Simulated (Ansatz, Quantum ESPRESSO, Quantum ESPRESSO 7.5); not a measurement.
# Zr2CO2 MXene, 1 layer: biaxial strain by an ASE script

Wanted: deformation of the bands of Zr2CO2 MXene, 1 layer, driven from Python.

Method: plane-wave DFT, PBE, GBRV ultrasoft pseudopotentials (geometry by Ansatz 0.2.0 with PAW datasets; geometry under PBE), in Quantum ESPRESSO 7.5.

### Step 1. Starting point

The cell holds 5 atoms: 2 O, 2 Zr and 1 C. Cell: a = 3.289 Å, b = 3.289 Å, c = 19.953 Å, α = 90.0°, β = 90.0°, γ = 120.0°. It derives from Zr2CO2. Vacuum lies along c.

### Step 2. Relaxation with Ansatz

The geometry comes first, from a plane-wave PAW code, so that the later runs on this slab share one structure.

Input file input.yaml:

```yaml
crystal:
  lattice:
    - [3.289, 0.0, 0.0]
    - [-1.6445, 2.848357553, 0.0]
    - [0.0, 0.0, 19.9529467956]
  atoms:
    - { symbol: O, position: [0.3333333333, 0.6666666667, 0.3758843281] }
    - { symbol: Zr, position: [0.6666666667, 0.3333333333, 0.4349593929] }
    - { symbol: C, position: [0.0, 0.0, 0.5] }
    - { symbol: Zr, position: [0.3333333333, 0.6666666667, 0.5650406071] }
    - { symbol: O, position: [0.6666666667, 0.3333333333, 0.6241156719] }
kpoints:
  mp_grid: { grid: [12, 12, 1] }
hamiltonian:
  xc: pbe
scf:
  occupations: { method: fermi_dirac, width: 0.05 }
  convergence: { dr2_threshold: 1.0e-08 }
efield:
  axis: 3
  dipole_correction: true
  ramp_position: 0.97
  ramp_width: 0.04
relax:
  f_tol: 0.01
  cell: { fix: [c, alpha, beta] }
output:
  write_potential: true
  write_density: true
  volumetric_format: npy
```

On the command line:

```sh
> ansatz run input.yaml --threads 2 --pin off --max-ram 4096MiB --backend cpu --events-out ev --progress --plain --runs-dir out
```

Numbers of over 12 decimals in the logs are rounded to 6 here.

The program printed:

```text
Warning: relax.cell: scf.convergence.dr2_threshold = 1e-8 eV is looser than the 5e-10 eV advised for a relaxation that steers and ends on the stress (1e-10 eV for each atom of the cell: 5). What an SCF threshold leaves in a stress goes as its square root, and in the free energy as the threshold itself, and one threshold admits the most on a small cell: [figures from the program's tests cut] Set scf.convergence.dr2_threshold to 5e-10 eV or tighter. The threshold is an SCF's pass mark: one that does not reach it within its budget of iterations ends unconverged, or closes short of it on a stop that the run arms, and scf.convergence.dr2_threshold's page says what that costs each kind of run
Engine: ansatz 0.2.0, x86_64-unknown-linux-gnu
Pseudopotentials: kind: paw
Pseudopotential: O, paw, valence charge 6, recommended cutoff 420 eV (normal), O.paw.azcp
Pseudopotential: Zr, paw, valence charge 12, recommended cutoff 420 eV (normal), Zr.paw.azcp
Pseudopotential: C, paw, valence charge 4, recommended cutoff 420 eV (normal), C.paw.azcp
Functional definition: PBE
  parameter kappa = 0.804
  parameter beta = 0.066725
  exchange = pbe_x(kappa = kappa, mu = beta*pi^2/3)
  correlation = pbe_c(beta = beta)
Crystal: 5 atoms, lattice volume = 186.924 Å³
Basis set: ecut = 420 eV, 3727 PW (Γ), exchange–correlation on 48×48×270 points (8 copies of the dense FFT grid, shifted against one another)
Bands: 25, of which v1, the nominal top of the filled ones, is band 20 counted from 1 (19 counted from 0)
Symmetry: 6 space group operations
k-points: 19 of 144 (time reversal used)
Non-local potential: O, projectors of the file, l = 0: 2, l = 1: 2, l = 2: 1
Non-local potential: Zr, projectors of the file, l = 0: 3, l = 1: 2, l = 2: 2, l = 3: 2
Non-local potential: C, projectors of the file, l = 0: 2, l = 1: 2, l = 2: 1
PAW form: soft (Blöchl's): semilocal exchange-correlation on the pseudo side does not see the compensation charge
PAW one-centre angular grid: O, 110 points (default); XC on 64 Gauss nodes
PAW one-centre angular grid: Zr, 590 points (default); XC on 64 Gauss nodes
PAW one-centre angular grid: C, 110 points (default); XC on 64 Gauss nodes
Initial density: superposition of atomic densities (neutral atoms: chi_scale 0, normalization atom), corrected by the library's trained network
Initial wavefunctions: pseudopotential atomic-orbital guess
Functional: x = pbe(κ = 0.804, μ = 0.219515), c = pbe(β = 0.066725)
SCF iter   1: F=—  HF=-9758.673638 eV  |F-HF|=—  |Δ(HF+E_count)|=         —  Δρ=3.01e-3  dr2=2.23e-2  ethr=1.77e-3  p=0.000 e·Å  D=1.48e-4 V/Å  ΔV_dip=-0.00 eV  dr2_dipole=2.95e-7  V_vac-E_F(+/−)=7.08/7.09 eV  ⟨swp⟩=7.7  Hψ=2457  notcnv=0
efield: sawtooth ramp at fractional position 0.9700 (set: `efield.ramp_position`, or a place that a band, a saddle search or an elastic batch's reference lends), width 0.0400; the density the first Hamiltonian is built on has a dipole p = 0.000 e·Å; the dipole correction subtracts the counter field D = 1.48e-4 V/Å, which shifts the + side's vacuum level by -0.00 eV against the − side's; the planar-averaged density in the ramp window peaks in size at 1.0e-5 e/Å³
preconditioner: auto → none  [insulator: Δε(μ)=0.760 eV  Ē_g=15.934 eV  σ=0.050 eV  W_gap=1.00  n_scr=12 (ndim 8)  ℏωp=16.3 eV  f_vac=0.624  D(μ)=0.00/eV (n_scr^D=0)  ε∞_Penn≈2.0]
SCF iter   2: F=—  HF=-9758.672255 eV  |F-HF|=—  |Δ(HF+E_count)|=   1.38e-3  Δρ=3.04e-3  dr2=2.65e-2  ethr=5.57e-5  p=-0.000 e·Å  D=-2.29e-4 V/Å  ΔV_dip=0.00 eV  dr2_dipole=7.41e-6  V_vac-E_F(+/−)=7.28/7.28 eV  ⟨swp⟩=2.7  Hψ=1067  notcnv=0  defer=10
SCF iter   3: F=—  HF=-9758.670584 eV  |F-HF|=—  |Δ(HF+E_count)|=   1.67e-3  Δρ=2.17e-3  dr2=1.58e-2  ethr=5.57e-5  p=0.001 e·Å  D=8.03e-4 V/Å  ΔV_dip=-0.02 eV  dr2_dipole=5.43e-5  V_vac-E_F(+/−)=7.21/7.23 eV  ⟨swp⟩=2.0  Hψ=775  notcnv=0  defer=10
SCF iter   4: F=—  HF=-9758.668966 eV  |F-HF|=—  |Δ(HF+E_count)|=   1.62e-3  Δρ=7.27e-4  dr2=1.27e-3  ethr=3.94e-5  p=-0.001 e·Å  D=-1.02e-3 V/Å  ΔV_dip=0.02 eV  dr2_dipole=1.05e-4  V_vac-E_F(+/−)=7.29/7.27 eV  ⟨swp⟩=2.0  Hψ=585  notcnv=0  defer=10
SCF iter   5: F=—  HF=-9758.669519 eV  |F-HF|=—  |Δ(HF+E_count)|=   5.53e-4  Δρ=7.22e-4  dr2=4.54e-3  ethr=3.16e-6  p=0.004 e·Å  D=3.95e-3 V/Å  ΔV_dip=-0.08 eV  dr2_dipole=1.43e-3  V_vac-E_F(+/−)=7.26/7.34 eV  ⟨swp⟩=2.8  Hψ=754  notcnv=0  defer=10
SCF iter   6: F=—  HF=-9758.669264 eV  |F-HF|=—  |Δ(HF+E_count)|=   2.56e-4  Δρ=1.73e-4  dr2=1.25e-4  ethr=3.16e-6  p=0.001 e·Å  D=5.15e-4 V/Å  ΔV_dip=-0.01 eV  dr2_dipole=2.51e-5  V_vac-E_F(+/−)=7.31/7.32 eV  ⟨swp⟩=2.1  Hψ=593  notcnv=0  defer=10
SCF iter   7: F=—  HF=-9758.669414 eV  |F-HF|=—  |Δ(HF+E_count)|=   1.50e-4  Δρ=5.85e-5  dr2=7.78e-6  ethr=3.11e-7  p=0.000 e·Å  D=1.19e-4 V/Å  ΔV_dip=-0.00 eV  dr2_dipole=1.24e-6  V_vac-E_F(+/−)=7.32/7.33 eV  ⟨swp⟩=2.1  Hψ=640  notcnv=0  defer=10
SCF iter   8: F=—  HF=-9758.669371 eV  |F-HF|=—  |Δ(HF+E_count)|=   4.25e-5  Δρ=1.55e-5  dr2=5.43e-7  ethr=1.95e-8  p=0.000 e·Å  D=3.99e-6 V/Å  ΔV_dip=-0.00 eV  dr2_dipole=4.75e-10  V_vac-E_F(+/−)=7.33/7.33 eV  ⟨swp⟩=2.9  Hψ=932  notcnv=0  defer=10
SCF iter   9: F=—  HF=-9758.669372 eV  |F-HF|=—  |Δ(HF+E_count)|=   6.43e-7  Δρ=1.04e-5  dr2=3.58e-7  ethr=1.36e-9  p=-0.000 e·Å  D=-8.03e-6 V/Å  ΔV_dip=0.00 eV  dr2_dipole=3.09e-9  V_vac-E_F(+/−)=7.33/7.33 eV  ⟨swp⟩=2.5  Hψ=796  notcnv=0  defer=10
SCF iter  10: F=-9758.669372 eV  HF=-9758.669372 eV  |F-HF|=3.96e-9  |Δ(HF+E_count)|=   5.34e-8  Δρ=2.04e-6  dr2=3.80e-9  ethr=2.50e-11  p=-0.000 e·Å  D=-6.65e-7 V/Å  ΔV_dip=0.00 eV  dr2_dipole=2.70e-11  V_vac-E_F(+/−)=7.33/7.33 eV  ⟨swp⟩=9.5  Hψ=3846  notcnv=0
SCF 1 converged in 10 iterations: F = -9758.669372 eV  dr2 = 3.80e-9
  greatest PAW one-centre occupation: 0.995 electrons in one spin orbital (limit 2), on the Zr atom at site 1 (counted from 0), in its partial waves of l = 0
relax step   1: F+E_penalty+E_count = -9758.66937172 eV  Δ(F+E_penalty+E_count) = +0.000e0 eV  max|allowed force component| = 4.986e0 eV/Å  Δτ_max = 0.0000 Å  P = -1.206 GPa  Ω = 186.924 Å³  fix = [c, alpha, beta]  reactions: c -1.384 GPa  (10 SCF iters, accepted)
Crystal: 5 atoms, lattice volume = 188.106 Å³
Initial density: handed on by an earlier stage of this run
Initial wavefunctions: those handed on with the density
iter 1 solved again at ethr=1.83e-3 eV; its pass at ethr=3.10e-3 eV (dr2=7.33e-1 eV) is discarded
[...]
relax step   3: F+E_penalty+E_count = -9759.49179425 eV  Δ(F+E_penalty+E_count) = -2.093e-2 eV  max|allowed force component| = 5.091e-1 eV/Å  Δτ_max = 0.1805 Å  P = -0.955 GPa  Ω = 197.382 Å³  energy of the carried Pulay correction = -9.867e-3 eV  fix = [c, alpha, beta]  reactions: c +2.360 GPa  (11 SCF iters, accepted)
[...]
relax step   4: F+E_penalty+E_count = -9759.64127462 eV  Δ(F+E_penalty+E_count) = -1.495e-1 eV  max|allowed force component| = 3.029e-1 eV/Å  Δτ_max = 0.1275 Å  P = +0.376 GPa  Ω = 187.731 Å³  energy of the carried Pulay correction = -7.807e-4 eV  fix = [c, alpha, beta]  reactions: c +0.207 GPa  (13 SCF iters, accepted)
[...]
relax step   5: F+E_penalty+E_count = -9759.64508516 eV  Δ(F+E_penalty+E_count) = -3.811e-3 eV  max|allowed force component| = 2.111e-2 eV/Å  Δτ_max = 0.0094 Å  P = +0.014 GPa  Ω = 188.945 Å³  energy of the carried Pulay correction = -1.949e-3 eV  fix = [c, alpha, beta]  reactions: c +0.004 GPa  (10 SCF iters, accepted)
[...]
relax step   6: F+E_penalty+E_count = -9759.64514199 eV  Δ(F+E_penalty+E_count) = -5.683e-5 eV  max|allowed force component| = 2.980e-3 eV/Å  Δτ_max = 0.0012 Å  P = +0.003 GPa  Ω = 188.915 Å³  energy of the carried Pulay correction = -1.921e-3 eV  fix = [c, alpha, beta]  reactions: c -0.013 GPa  (7 SCF iters, accepted)
Initial wavefunctions: pseudopotential atomic-orbital guess (no wavefunctions were taken with the density)
iter 1 solved again at ethr=3.56e-7 eV; its pass at ethr=3.10e-3 eV (dr2=1.42e-4 eV) is discarded
SCF iter   1: F=—  HF=-9759.646992 eV  |F-HF|=—  |Δ(HF+E_count)|=         —  Δρ=6.45e-5  dr2=6.97e-7  ethr=3.56e-7  p=0.000 e·Å  D=2.73e-6 V/Å  ΔV_dip=-0.00 eV  dr2_dipole=4.18e-10  V_vac-E_F(+/−)=4.88/4.88 eV  ⟨swp⟩=3.9  Hψ=3795  notcnv=0
efield: sawtooth ramp at fractional position 0.9700 (set: `efield.ramp_position`, or a place that a band, a saddle search or an elastic batch's reference lends), width 0.0400; the density the first Hamiltonian is built on has a dipole p = 0.000 e·Å; the dipole correction subtracts the counter field D = 2.73e-6 V/Å, which shifts the + side's vacuum level by -0.00 eV against the − side's; the planar-averaged density in the ramp window peaks in size at 1.2e-6 e/Å³
SCF iter   2: F=—  HF=-9759.647137 eV  |F-HF|=—  |Δ(HF+E_count)|=   1.45e-4  Δρ=3.19e-5  dr2=3.64e-7  ethr=1.74e-9  p=-0.000 e·Å  D=-1.14e-5 V/Å  ΔV_dip=0.00 eV  dr2_dipole=7.16e-9  V_vac-E_F(+/−)=4.88/4.88 eV  ⟨swp⟩=3.1  Hψ=908  notcnv=0
SCF iter   3: F=—  HF=-9759.647216 eV  |F-HF|=—  |Δ(HF+E_count)|=   7.90e-5  Δρ=1.96e-5  dr2=8.78e-7  ethr=9.09e-10  p=0.000 e·Å  D=5.22e-5 V/Å  ΔV_dip=-0.00 eV  dr2_dipole=1.64e-7  V_vac-E_F(+/−)=4.88/4.88 eV  ⟨swp⟩=2.5  Hψ=772  notcnv=0  recentre
SCF iter   4: F=—  HF=-9759.647241 eV  |F-HF|=—  |Δ(HF+E_count)|=   2.47e-5  Δρ=1.05e-5  dr2=1.18e-6  ethr=9.09e-10  p=-0.000 e·Å  D=-7.58e-5 V/Å  ΔV_dip=0.00 eV  dr2_dipole=3.37e-7  V_vac-E_F(+/−)=4.88/4.88 eV  ⟨swp⟩=2.3  Hψ=748  notcnv=0
SCF iter   5: F=—  HF=-9759.647250 eV  |F-HF|=—  |Δ(HF+E_count)|=   8.41e-6  Δρ=2.87e-6  dr2=1.04e-8  ethr=9.09e-10  p=0.000 e·Å  D=2.91e-6 V/Å  ΔV_dip=-0.00 eV  dr2_dipole=1.09e-9  V_vac-E_F(+/−)=4.88/4.88 eV  ⟨swp⟩=2.2  Hψ=623  notcnv=0
SCF iter   6: F=-9759.647251 eV  HF=-9759.647251 eV  |F-HF|=7.77e-7  |Δ(HF+E_count)|=   1.00e-6  Δρ=1.38e-6  dr2=1.21e-9  ethr=2.50e-11  p=-0.000 e·Å  D=-1.48e-6 V/Å  ΔV_dip=0.00 eV  dr2_dipole=4.90e-11  V_vac-E_F(+/−)=4.88/4.88 eV  ⟨swp⟩=11.8  Hψ=3579  notcnv=0
SCF 7 converged in 6 iterations: F = -9759.647251 eV  dr2 = 1.21e-9
relax step   7: F+E_penalty+E_count = -9759.64725131 eV  Δ(F+E_penalty+E_count) = -2.109e-3 eV  max|allowed force component| = 2.801e-3 eV/Å  Δτ_max = 0.0000 Å  P = +0.026 GPa  Ω = 188.915 Å³  fix = [c, alpha, beta]  reactions: c +0.008 GPa  stress off target by 3.49e-2 GPa on what of the cell is left free  SCF on the basis re-selected at this cell (its energy is not comparable with the rows above)  (6 SCF iters)
basis re-selected at this cell: Δ(F+E_penalty+E_count) = -2.109e-3 eV, ΔP = +0.023 GPa vs the last step (what re-selecting the basis moved, of the pressure what is left beyond the Pulay correction that the steps carried, after the strain that the cell walked since its last selection, with what the two solves' SCF thresholds leave and, on support functions, any second-order correction that the steps lacked; it is no m [...]
WARN: The input density's exchange-correlation potential varies sharply where the density is thin. Do not read a vacuum level from v_tot or v_xc, or from such a field of the output density. On a cell that repeats whose density bears no net charge and no dipole along the vacuum's axis use v_es (v_loc + v_h of the components); under efield.dipole_correction with no amplitude use v_es + v_field, which holds any external [...]
SCF converged after 6 iterations
Free energy (F): -9759.647251 eV
Harris-Foulkes:  -9759.647251 eV  (|F-HF|=7.77e-7)
Internal energy: -9759.647248 eV  (E = F + TS)
E sigma→0 (E₀):  -9759.647250 eV
Entropy (-TS):   -0.000003 eV (-0.001 meV/atom)
Fermi energy:    1.198694 eV
Dipole field:    D = 0.000008 V/Å  (p = 0.000009 e·Å, saw-weighted, corrected)
Work function:   Φ+ = 4.8782 eV   Φ− = 4.8784 eV
Levels:          The Fermi level and band energies are counted from a zero that moves with the ramp; work functions are not
--- Per-component energies (eV) ---
  E_band       = -640.101753
  E_kinetic    = 1107.423870
  E_local      = -26799.336418  (includes V_loc(G=0)·N_el)
  E_nonlocal   = 275.482307
  E_hartree    = 12822.510051
  E_xc         = -522.154529
  E_vxc        = -633.784476  (∫ρ·V_xc dr)
  E_paw        = -6320.446370  (= ΣΔE_a)
  E_vpaw       = -234.915205  (= ΣTr[D̂ρ^β])
  E_aug_tail   = 0.004950  (compensation charges beyond the density's cutoff)
  E_efield     = 0.000000  (sawtooth field / dipole correction)
  E_vefield    = -0.000066  (∫n·V_field dr)
  E_ewald      = 9676.868892
  E_smearing   = -0.000003  (= −TS)
  E_closure    = 0.000000  (closes the sum)
  Σ components = -9759.647251   (vs F -9759.647251, Δ=0.00e0)
--- Forces (eV/Å), atoms counted from 1 ---
  atom   1  O      0.00000000     0.00000000    -0.00280299
  atom   2  Zr     0.00000000     0.00000000     0.00102830
  atom   3  C      0.00000000    -0.00000000    -0.00001782
  atom   4  Zr     0.00000000    -0.00000000    -0.00100555
  atom   5  O      0.00000000    -0.00000000     0.00279039
  max |Σ_I F_I| component: 7.68e-6 eV/Å
--- Stress (GPa, compression-positive) ---
        0.034882       0.000000       0.000000
        0.000000       0.034882      -0.000000
       -0.000000      -0.000000       0.008035
  P = ⅓ Tr σ = 0.0259 GPa (0.259 kbar)
--- Band table (eV; the first three rows and the last of 19) ---
  k-point 0: bands = [... 16 lower, -3.3959, -0.4378, 0.7418, 0.7418, 2.5755, 2.5755, 3.0062, 3.9781, ... 1 higher]
  k-point 1: bands = [... 16 lower, -3.2893, -0.3147, 0.2036, 0.4845, 2.5737, 2.8959, 3.1014, 4.0146, ... 1 higher]
  k-point 2: bands = [... 16 lower, -3.0627, -0.7809, -0.1541, 0.0541, 2.2644, 3.4226, 3.5337, 4.2568, ... 1 higher]
  k-point 18: bands = [... 16 lower, -2.8989, -1.5252, -1.4895, -1.4895, 2.8697, 3.7817, 3.7817, 4.5908, ... 1 higher]
--- Relaxed structure (6 steps of the walk, 6 accepted, 1 SCFs on fresh bases) ---
  F+E_penalty+E_count = -9759.64725131 eV   max|allowed force component| = 2.801e-3 eV/Å   (the final SCF, on the basis selected at the relaxed cell)
  cell:  # Å, volume = 188.9149 Å³
    - [3.306468, 6.464279141029766e-19, 0]
    - [-1.653234, 2.863485, 0]
    - [0, 0, 19.9529467956]
  atoms:
    - { symbol: O, position: [0.333333, 0.666667, 0.383867] }
    - { symbol: Zr, position: [0.666667, 0.333333, 0.429928] }
    - { symbol: C, position: [0, 0, 0.500000] }
    - { symbol: Zr, position: [0.333333, 0.666667, 0.570072] }
    - { symbol: O, position: [0.666667, 0.333333, 0.616133] }
```

Wall time 15 s (2 threads of AMD EPYC 9R45, shared host); peak memory 0.51 GiB; 28 s of CPU time.

The steps of the relaxation:

```tsv
step	energy less that of the first step (eV)	largest force component (eV/Å)	pressure (GPa)	volume (Å³)
1	0.0000	4.9864	-1.21	186.92
2	-0.8015	2.0294	-0.92	188.11
3	-0.8224	0.5091	-0.96	197.38
4	-0.9719	0.3029	0.38	187.73
5	-0.9757	0.0211	0.01	188.94
6	-0.9758	0.0030	0.00	188.91
7*	-0.9779	0.0028	0.03	188.91
```

Relaxation steps marked * repeat the geometry before them on a plane-wave basis chosen anew for their cell, so energy and pressure can jump there.

```tsv
cell as run	before	after	change
a (Å)	3.289	3.306	+0.5 %
b (Å)	3.289	3.306	+0.5 %
```

The atoms that moved most (Å, along periodic axes as changes of fractional coordinates times the final cell, across vacuum about the mean position):

```tsv
atom	dx	dy	dz	length
O1	0.000	0.000	0.159	0.159
O5	0.000	0.000	-0.159	0.159
Zr2	0.000	0.000	-0.100	0.100
Zr4	0.000	0.000	0.100	0.100
```

Final coordinates:

```xyz
5
Lattice="3.3065 0.0000 0.0000 -1.6532 2.8635 0.0000 0.0000 0.0000 19.9529" Properties=species:S:1:pos:R:3
O     0.0000    1.9090    7.6593
Zr    1.6532    0.9545    8.5783
C     0.0000    0.0000    9.9765
Zr    0.0000    1.9090   11.3746
O     1.6532    0.9545   12.2937
```

Numbers from this step:

* free energy: -9759.6473 eV
* Fermi energy: 1.199 eV
* gap by band count: 0.9644 eV
* symmetry operations: 6
* dipole along the normal: 8.57e-6 e·Å
* vacuum level at the upper face over a Fermi level inside the gap: 4.878 eV
* vacuum level at the lower face over a Fermi level inside the gap: 4.878 eV

(Continued in part 2 of 2.)

[Logs are printed without paths, hosts, clocks, repeated set-up lines and the standing remarks that a program may print on its own settings, such as how far it seeks lower states.]

[Hosts, paths, dates, database ids (printed as entryN), source tags and the programs' standing remarks are cut or masked in the printed files.]

[Maps of the electrostatic potential energy from Ansatz leave out the sawtooth potential of an applied field or a dipole correction, so their vacuum need not be flat; planar profiles and work functions include it.]
